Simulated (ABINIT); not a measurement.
# Quasiparticle gap of WS2 (Tungstenite) in ABINIT

How does a plane-wave GW calculation on WS2 (Tungstenite) run from the first input to the gap?

Main program and level: ABINIT 10.8.3; LDA and many-body steps on it, plane waves.

This is a report of a sequence of runs, with most program output left out.

### Step 1. The structure

It takes space group R3m (No. 160, trigonal). The conventional cell has a = 3.158 Å, b = 3.158 Å, c = 18.490 Å, α = 90.00°, β = 90.00°, γ = 120.00°. W has 6 S at 2.39 to 2.42 Å nearest. S has 3 W at 2.39 Å nearest. Nearest to S lie 3 W at 2.42 Å. Farther neighbours and most contacts between anions are not listed.

The cell and positions come from the Crystallography Open Database and are kept as given unless a step says otherwise. Spin-orbit coupling is left out unless a step names it.

### Step 2. Ground state

This step: ABINIT 10.8.3; DFT, LDA, plane waves, norm-conserving pseudopotentials.

The ground-state density comes first.

Contents of run.abi:

```
acell 3*1.0 Angstrom
rprim 
  1.579000000014 0.911636075086 6.163333333296
  -1.579000000014 0.911636075086 6.163333333296
  0.000000000000 -1.823272150090 6.163333333308
ntypat 2
znucl 74 16
natom 3
typat 1 2 2
xred 
  0.000000000000 0.000000000000 0.000000000000
  0.249700000000 0.249700000000 0.249700000000
  0.419000000000 0.419000000000 0.419000000000
pp_dirpath "pseudos"
pseudos "W.upf, S.upf"
ecut 29
ngkpt 8 8 8
nshiftk 1
shiftk 0 0 0
kptopt 1
chksymbreak 0
nband 18
occopt 1
tolvrs 1e-10
nstep 60
prtwf 0
indata_prefix "in"
outdata_prefix "out"
tmpdata_prefix "tmp"
```

On the command line:

```sh
$ OMP_NUM_THREADS=1 mpirun -n 4 abinit run.abi > log
```

Wall time 86 s (4 MPI ranks of Arm Neoverse V1, shared host); peak memory 0.46 GiB; 5.8 min of CPU time.

This step gave:

* total energy: -2670.5866 eV
* gap: 1.096 eV
* k of the valence top: 0.5, 0.5, 0.5
* k of the conduction bottom: -0.25, 0.125, 0
* least direct gap: 2.281 eV
* pressure: -4.165 GPa

The gap is indirect, with the least direct gap 1.19 eV higher.

The cutoff was set for levels, not for stress, so the pressure can be off by some GPa.

### Step 3. Bands along the symmetry lines

Levels along a band path, at the cheap level, show where the edges lie and whether the meshes to come will hold them.

Contents of run.abi:

```
acell 3*1.0 Angstrom
rprim 
  1.579000000014 0.911636075086 6.163333333296
  -1.579000000014 0.911636075086 6.163333333296
  0.000000000000 -1.823272150090 6.163333333308
ntypat 2
znucl 74 16
natom 3
typat 1 2 2
xred 
  0.000000000000 0.000000000000 0.000000000000
  0.249700000000 0.249700000000 0.249700000000
  0.419000000000 0.419000000000 0.419000000000
pp_dirpath "pseudos"
pseudos "W.upf, S.upf"
ecut 29
iscf -2
irdden 1
kptopt 0
nkpt 59
kpt 
  0.00000000 0.00000000 0.00000000
  -0.06250000 -0.06250000 -0.06250000
  -0.12500000 -0.12500000 -0.12500000
  -0.18750000 -0.18750000 -0.18750000
  -0.25000000 -0.25000000 -0.25000000
  -0.31250000 -0.31250000 -0.31250000
  -0.37500000 -0.37500000 -0.37500000
  -0.43750000 -0.43750000 -0.43750000
  -0.50000000 -0.50000000 -0.50000000
  -0.50000000 -0.46015652 -0.53984348
  -0.50000000 -0.42031304 -0.57968697
  -0.50000000 -0.38046955 -0.61953045
  -0.50000000 -0.34062607 -0.65937393
  -0.50000000 -0.30078259 -0.69921741
  -0.50000000 -0.26093911 -0.73906089
  -0.50000000 -0.22109562 -0.77890438
  -0.50000000 -0.18125214 -0.81874786
  -0.18125214 0.18125214 -0.50000000
  -0.15859562 0.15859562 -0.50000000
  -0.13593911 0.13593911 -0.50000000
  -0.11328259 0.11328259 -0.50000000
  -0.09062607 0.09062607 -0.50000000
  -0.06796955 0.06796955 -0.50000000
  -0.04531304 0.04531304 -0.50000000
  -0.02265652 0.02265652 -0.50000000
  0.00000000 0.00000000 -0.50000000
  0.00000000 0.00000000 -0.43750000
  0.00000000 0.00000000 -0.37500000
  0.00000000 0.00000000 -0.31250000
  0.00000000 0.00000000 -0.25000000
  0.00000000 0.00000000 -0.18750000
  0.00000000 0.00000000 -0.12500000
  0.00000000 0.00000000 -0.06250000
  0.00000000 0.00000000 0.00000000
  0.00000000 0.04257826 -0.04257826
  0.00000000 0.08515652 -0.08515652
  0.00000000 0.12773478 -0.12773478
  0.00000000 0.17031304 -0.17031304
  0.00000000 0.21289129 -0.21289129
  0.00000000 0.25546955 -0.25546955
  0.00000000 0.29804781 -0.29804781
  0.00000000 0.34062607 -0.34062607
  -0.34062607 0.00000000 -0.65937393
  -0.36054781 0.00000000 -0.63945219
  -0.38046955 0.00000000 -0.61953045
  -0.40039129 0.00000000 -0.59960871
  -0.42031304 0.00000000 -0.57968697
  -0.44023478 0.00000000 -0.55976522
  -0.46015652 0.00000000 -0.53984348
  -0.48007826 0.00000000 -0.51992174
  -0.50000000 0.00000000 -0.50000000
  -0.43750000 0.00000000 -0.43750000
  -0.37500000 0.00000000 -0.37500000
  -0.31250000 0.00000000 -0.31250000
  -0.25000000 0.00000000 -0.25000000
  -0.18750000 0.00000000 -0.18750000
  -0.12500000 0.00000000 -0.12500000
  -0.06250000 0.00000000 -0.06250000
  0.00000000 0.00000000 0.00000000
istwfk *1
nband 23
nbdbuf 5
tolwfr 1e-07
nstep 50
prtwf 0
prtvol 0
indata_prefix "in"
outdata_prefix "out"
tmpdata_prefix "tmp"
```

Wall time 33 s (4 MPI ranks); peak memory 0.36 GiB; 2.2 min of CPU time.

This step gave:

- gap: 0.9412 eV
- k of the valence top: -0.5, -0.5, -0.5
- k of the conduction bottom: 0, 0.1703, -0.1703
- least direct gap: 1.886 eV

The gap is 0.941 eV, −0.154 eV from the run before at this level.

Electronic bands along the path, in eV, zero at the top of the highest filled band:

```tsv
point	band 10	band 11	band 12	band 13	band 14	band 15	band 16	band 17
Γ	-2.30	-2.30	-1.55	-1.24	2.16	2.16	2.53	2.53
halfway	-2.93	-2.28	-2.28	-0.33	2.21	2.21	2.46	2.46
T	-3.56	-2.26	-2.26	0.00	2.28	2.28	2.36	2.36
halfway	-4.21	-2.96	-2.19	-1.55	1.58	2.13	2.50	3.92
H2	-4.61	-4.06	-3.01	-0.72	1.22	2.47	3.50	4.79
jump to H0	-4.61	-4.06	-3.01	-0.72	1.22	2.47	3.50	4.79
halfway	-4.07	-3.49	-2.75	-1.15	1.80	2.72	2.93	4.30
L	-4.17	-2.55	-1.79	-1.72	2.25	2.54	3.54	3.83
halfway	-3.42	-2.62	-1.91	-1.62	1.30	1.99	2.82	3.36
Γ	-2.30	-2.30	-1.55	-1.24	2.16	2.16	2.53	2.53
halfway	-3.94	-2.93	-1.78	-1.57	0.94	2.12	2.60	4.01
S0	-4.62	-3.99	-3.05	-0.70	1.19	2.47	3.45	4.84
jump to S2	-4.62	-3.99	-3.05	-0.70	1.19	2.47	3.45	4.84
halfway	-4.27	-3.55	-2.98	-1.08	1.96	2.89	3.36	3.87
F	-4.08	-3.17	-1.99	-1.53	2.20	2.65	3.14	4.34
halfway	-3.37	-2.67	-2.23	-1.50	1.46	1.84	2.81	3.54
Γ	-2.30	-2.30	-1.55	-1.24	2.16	2.16	2.53	2.53
```

### Step 4. Empty states on the mesh, 4×4×4 mesh, 82 bands

The sums over transitions need many empty states on a uniform mesh; this step solves for them.

Contents of run.abi:

```
acell 3*1.0 Angstrom
rprim 
  1.579000000014 0.911636075086 6.163333333296
  -1.579000000014 0.911636075086 6.163333333296
  0.000000000000 -1.823272150090 6.163333333308
ntypat 2
znucl 74 16
natom 3
typat 1 2 2
xred 
  0.000000000000 0.000000000000 0.000000000000
  0.249700000000 0.249700000000 0.249700000000
  0.419000000000 0.419000000000 0.419000000000
pp_dirpath "pseudos"
pseudos "W.upf, S.upf"
ecut 29
ngkpt 4 4 4
nshiftk 1
shiftk 0 0 0
kptopt 1
chksymbreak 0
irdden 1
istwfk *1
nband 82
prtvol 0
optdriver 6
gwr_task "HDIAGO"
paral_kgb 0
occopt 1
indata_prefix "in"
outdata_prefix "out"
tmpdata_prefix "tmp"
```

Run time: 89 s. Hardware: 4 MPI ranks; peak memory 1.8 GiB; 5.9 min of CPU time.

This step gave:

```
gap                                                           : 1.296 eV
k of the valence top                                          : 0.5, 0.5, 0.5
k of the conduction bottom                                    : 0.25, 0, 0
least direct gap                                              : 2.281 eV
k points computed                                             : 13
lowest point of the top converged band, above the valence top : 51.3491 eV
```

On this mesh the gap is 1.296 eV. The earlier step found 1.096 eV, so this mesh misses an edge.

### Step 5. Screening, 4×4×4 mesh, 74 bands, screening to 122.5 eV

The RPA dielectric matrix is built and inverted for each q.

This step: RPA screening on LDA, plane waves, norm-conserving pseudopotentials.

Edit run.abi of step 4 so:

```diff
@@ -21,10 +21,11 @@
 chksymbreak 0
-irdden 1
 istwfk *1
-nband 82
-prtvol 0
-optdriver 6
-gwr_task "HDIAGO"
-paral_kgb 0
 occopt 1
+irdwfk 1
+optdriver 3
+nband 74
+ecuteps 4.5
+inclvkb 2
+awtr 1
+symchi 1
 indata_prefix "in"
```

The job ended after 2.6 min (4 MPI ranks; peak memory 2.5 GiB; 10 min of CPU time).

This step gave:

```yaml
eps_infinity_with_local_fields_on_this_mesh_along_the_program_s_q_direction: 10.37
the_same_without_local_fields: 11.99
plasma_frequency: 25.95 eV
plane_waves_in_the_screening_matrix: 149
```

Local fields lower ε∞ by 14 %.

### Step 6. Self-energy, 4×4×4 mesh, 74 bands, screening to 122.5 eV

The self-energy is evaluated for the states that the input lists, and the levels follow from it, in one-shot runs by the linearised quasiparticle equation.

This step: G0W0 on LDA, plane waves, norm-conserving pseudopotentials.

Edit run.abi of step 5 so:

```diff
@@ -24,8 +24,23 @@
 irdwfk 1
-optdriver 3
+optdriver 4
 nband 74
+gwcalctyp 0
+ecutsigx 29
+symsigma 1
+nkptgw 5
+kptgw 
+  0.5000000000 0.5000000000 0.5000000000
+  0.2500000000 0.0000000000 0.0000000000
+  0.0000000000 0.0000000000 0.0000000000
+  0.5000000000 0.0000000000 0.0000000000
+  0.5000000000 0.5000000000 0.0000000000
+bdgw 
+  11 15
+  12 15
+  12 15
+  12 15
+  12 15
 ecuteps 4.5
-inclvkb 2
-awtr 1
-symchi 1
+irdscr 1
+ppmodel 1
 indata_prefix "in"
```

Elapsed: 30 s, on 4 MPI ranks; peak memory 1.9 GiB; 2 min of CPU time.

Numbers from this step:

```yaml
g0w0_gap_on_the_mesh: 1.841 eV
starting_gap_on_the_mesh: 1.296 eV
k_of_the_valence_top: 0.5, 0.5, 0.5
k_of_the_conduction_bottom: 0.25, 0, 0
z_at_the_valence_top: 0.787
z_at_the_conduction_bottom: 0.795
least_direct_g0w0_gap_on_the_computed_points: 2.825 eV
```

The gap on the mesh goes from 1.30 eV to 1.84 eV, a correction of +0.55 eV. The start differs from the 1.10 eV found before because the two sample other k points.

Limits: finite bands, cutoff and mesh; no spin-orbit coupling. v1 is the top filled band, c1 the lowest empty one. Levels before and after the correction, in eV, zero at the valence-band top of each column:

```tsv
	conduction bottom	valence top
Kohn-Sham	1.30	0.00
G0W0	1.84	0.00
```

```tsv
	level	energy (eV)
Kohn-Sham	(0.5 0.5 0.5) v3-v2	-2.264
Kohn-Sham	(0.5 0.5 0.5) v1	0.000
Kohn-Sham	(0.5 0.5 0.5) c1-c2	2.281
Kohn-Sham	(0.25 0 0) v2	-1.913
Kohn-Sham	(0.25 0 0) v1	-1.615
Kohn-Sham	(0.25 0 0) c1	1.296
Kohn-Sham	(0.25 0 0) c2	1.993
G0W0	(0.5 0.5 0.5) v3-v2	-2.461
G0W0	(0.5 0.5 0.5) v1	0.000
G0W0	(0.5 0.5 0.5) c1-c2	2.825
G0W0	(0.25 0 0) v2	-2.431
G0W0	(0.25 0 0) v1	-1.757
G0W0	(0.25 0 0) c1	1.841
G0W0	(0.25 0 0) c2	2.610
```

### Step 7. Where the time went

Times are wall times on 4 MPI ranks of Arm Neoverse V1, shared host, good to a factor of about two.

```tsv
step	time	share	memory (GiB)
ground state	86 s	22 %	0.46
bands along the symmetry lines	33 s	8 %	0.36
empty states on the mesh	89 s	23 %	1.8
screening	2.6 min	39 %	2.5
self-energy	30 s	8 %	1.9
```

### Step 8. Summary of results

```yaml
lda_gap: 0.94 eV, indirect
g0w0_gap_on_the_mesh: 1.84 eV
g0w0_gap_over_the_zone_rigid_shift: 1.49 eV
gw_settings: 4×4×4 mesh, 74 bands, screening to 122.5 eV, Godby-Needs plasmon pole
known_limits: not at the basis limit; no spin-orbit coupling
```

G0W0 moves the gap on the mesh from 1.30 eV to 1.84 eV (+0.55 eV), with Z of 0.79 and 0.80 at the edges. The mesh misses the band edges by 0.35 eV in all; a rigid shift gives 1.49 eV for the zone. Local fields lower the RPA ε∞ on this mesh from 11.99 to 10.37. The dearest step here is «screening». Bands and cutoff are finite, so the gap is not at the basis limit. The miss can reach some tenths of an eV and take either sign; the mesh is an error of its own. A denser mesh or path gives a starting gap of 0.94 eV: the GW mesh misses a band edge, so its gaps are not the fundamental one. The many-body steps are scalar-relativistic: spin-orbit coupling is not in them.

[Paths, hosts, dates, memory and timing lines, banners, echoed tables and standing remarks are left out of the program output.]

[Logs are printed without paths, hosts, clocks, repeated set-up lines and the standing remarks that a program may print on its own settings, such as how far it seeks lower states.]

[Runs of the session that timed out or met a known fault of the program may be left out.]

[Hosts, paths, dates, database ids (printed as entryN), source tags and the programs' standing remarks are cut or masked in the printed files.]

[G0W0 gaps are taken among the corrected bands and points alone; a level outside them can change the order at an edge.]

[Where Ansatz stands beside ABINIT at settings called matched, ABINIT's density can come from a denser mesh and the files from another edition; pairs whose starting gaps differed by over 0.03 eV were left out, so agreement reads better than it is.]
